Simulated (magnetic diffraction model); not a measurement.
# Which magnetic order? Ca2Mn2PbO7

Space group P2_1 (no. 4), a = 5.1790 Å, b = 7.9200 Å, c = 8.0670 Å, β = 90.03°.

```csv
site,atom,x,y,z
2a,Pb,0.9403,0.6382,0.6066
2a,Mn,0.9533,0.3581,0.8936
2a,Mn,0.0107,0.0024,0.7507
2a,Ca,0.5106,0.8360,0.3941
2a,Ca,0.5096,0.1629,0.0783
2a,O,0.2619,0.6425,0.6088
2a,O,0.3209,0.3681,0.8861
2a,O,0.8106,0.8252,0.6501
2a,O,0.7897,0.1633,0.8344
2a,O,0.2169,0.9124,0.9127
2a,O,0.1964,0.0995,0.5773
2a,O,0.1968,0.0068,0.2628
```

This is a made-up structure (elements placed in a structure type, unrelaxed), so the numbers test the method and describe no known phase.

Only Mn is taken to order (form factors of Mn4+); orders and moment sizes are assumed, and not adapted to the symmetry. Radiation: neutrons of λ = 2.41 Å, 3° to 40°; isotropic B of 0.18 Å² (Pb), 0.25 Å² (Mn), 0.27 Å² (Ca) and 0.29 Å² (O). Simulated constant-wavelength pattern: nuclear and magnetic terms add, the magnetic one as |2.695 fm × Σ f S⊥ exp(2πi Q·r) exp(−B s²)|², summed over all Q at one angle with the factor 1/(sin²θ cos θ). For collinear order S is the moment m, which repeats by lattice and centring translations R with the sign exp(−2πi k·R). Free-ion form factors, Sears's scattering lengths of 1992, no absorption; a label names one of the reflections at its angle. The strongest nuclear line in the range is 100, and lines under 0.2 are left out.

Above the ordering temperature:

```tsv
2θ (°)	index	I
17.18	(0 0 1)	94.5
24.62	(0 1 1)	100.0
26.91	(1 0 0)	1.6
32.09	(1 0 -1)	21.0
32.11	(1 0 1)	62.3
32.28	(1 1 0)	9.6
34.77	(0 0 2)	7.8
35.43	(0 2 0)	45.3
36.79	(1 1 -1)	73.5
36.80	(1 1 1)	1.8
39.18	(0 1 2)	57.5
39.63	(0 2 1)	35.0
```

Below it (cell unchanged):

```
2θ (°)      I
 15.98    5.9
 17.18   94.5
 23.54   39.6
 23.55   12.1
 24.62  100.0
 26.91    1.6
 29.68   11.0
 32.09   21.0
 32.11   62.3
 32.28    9.6
 34.49   13.3
 34.50   12.8
 34.77    7.8
 35.43   45.3
 36.79   73.5
 36.80    1.8
 38.47    9.8
 38.48    3.0
 39.18   57.5
 39.63   35.0
```

**Question.** Find the propagation vector, then choose among these models:
A. collinear moments along [001], 2.52 μB on Mn; signs + at (0.9533, 0.3581, 0.8936), − at (0.0467, 0.8581, 0.1064), − at (0.0107, 0.0024, 0.7507), + at (0.9893, 0.5024, 0.2493)
B. collinear moments along [111], 2.52 μB on Mn; signs + at (0.9533, 0.3581, 0.8936), + at (0.0467, 0.8581, 0.1064), + at (0.0107, 0.0024, 0.7507), − at (0.9893, 0.5024, 0.2493)
C. collinear moments along [001], 2.52 μB on Mn; signs + at (0.9533, 0.3581, 0.8936), + at (0.0467, 0.8581, 0.1064), + at (0.0107, 0.0024, 0.7507), − at (0.9893, 0.5024, 0.2493)
D. collinear moments along [111], 2.52 μB on Mn; signs + at (0.9533, 0.3581, 0.8936), − at (0.0467, 0.8581, 0.1064), − at (0.0107, 0.0024, 0.7507), + at (0.9893, 0.5024, 0.2493)

The new lines index as (1/2 1/2 0) at 15.98°, (1/2 1/2 -1) at 23.54°, (1/2 1/2 1) at 23.55° and (1/2 3/2 0) at 29.68°, that is as H ± k with k = (1/2 1/2 0). Half indices mean that the moments reverse under translations with k·R a half-integer, and the magnetic cell has twice the primitive volume.

Magnetic intensity, observed (below minus above) and for each model:

| 2θ (°) | index | observed | A | B | C | D |
| --- | --- | --- | --- | --- | --- | --- |
| 15.98 | (1/2 1/2 0) | 5.9 | 110.4 | 5.9 | 8.2 | 86.6 |
| 23.54 | (1/2 1/2 -1) | 39.6 | 19.1 | 39.6 | 23.2 | 39.4 |
| 23.55 | (1/2 1/2 1) | 12.1 | 21.0 | 12.1 | 25.7 | 29.5 |
| 29.68 | (1/2 3/2 0) | 11.0 | 0.8 | 11.0 | 16.2 | 0.5 |
| 34.49 | (1/2 3/2 -1) | 13.3 | 5.8 | 13.3 | 12.0 | 6.7 |
| 34.50 | (1/2 -3/2 1) | 12.8 | 2.8 | 12.8 | 12.4 | 3.1 |
| 38.47 | (1/2 1/2 -2) | 9.8 | 1.6 | 9.8 | 2.6 | 7.2 |
| 38.48 | (1/2 1/2 2) | 3.0 | 1.9 | 3.0 | 2.2 | 3.9 |

Model B matches.

The structure used: k = (1/2 1/2 0), collinear moments along [111], 2.52 μB on Mn; signs + at (0.9533, 0.3581, 0.8936), + at (0.0467, 0.8581, 0.1064), + at (0.0107, 0.0024, 0.7507), − at (0.9893, 0.5024, 0.2493).

[Logs are printed without paths, hosts, clocks, repeated set-up lines and the standing remarks that a program may print on its own settings, such as how far it seeks lower states.]
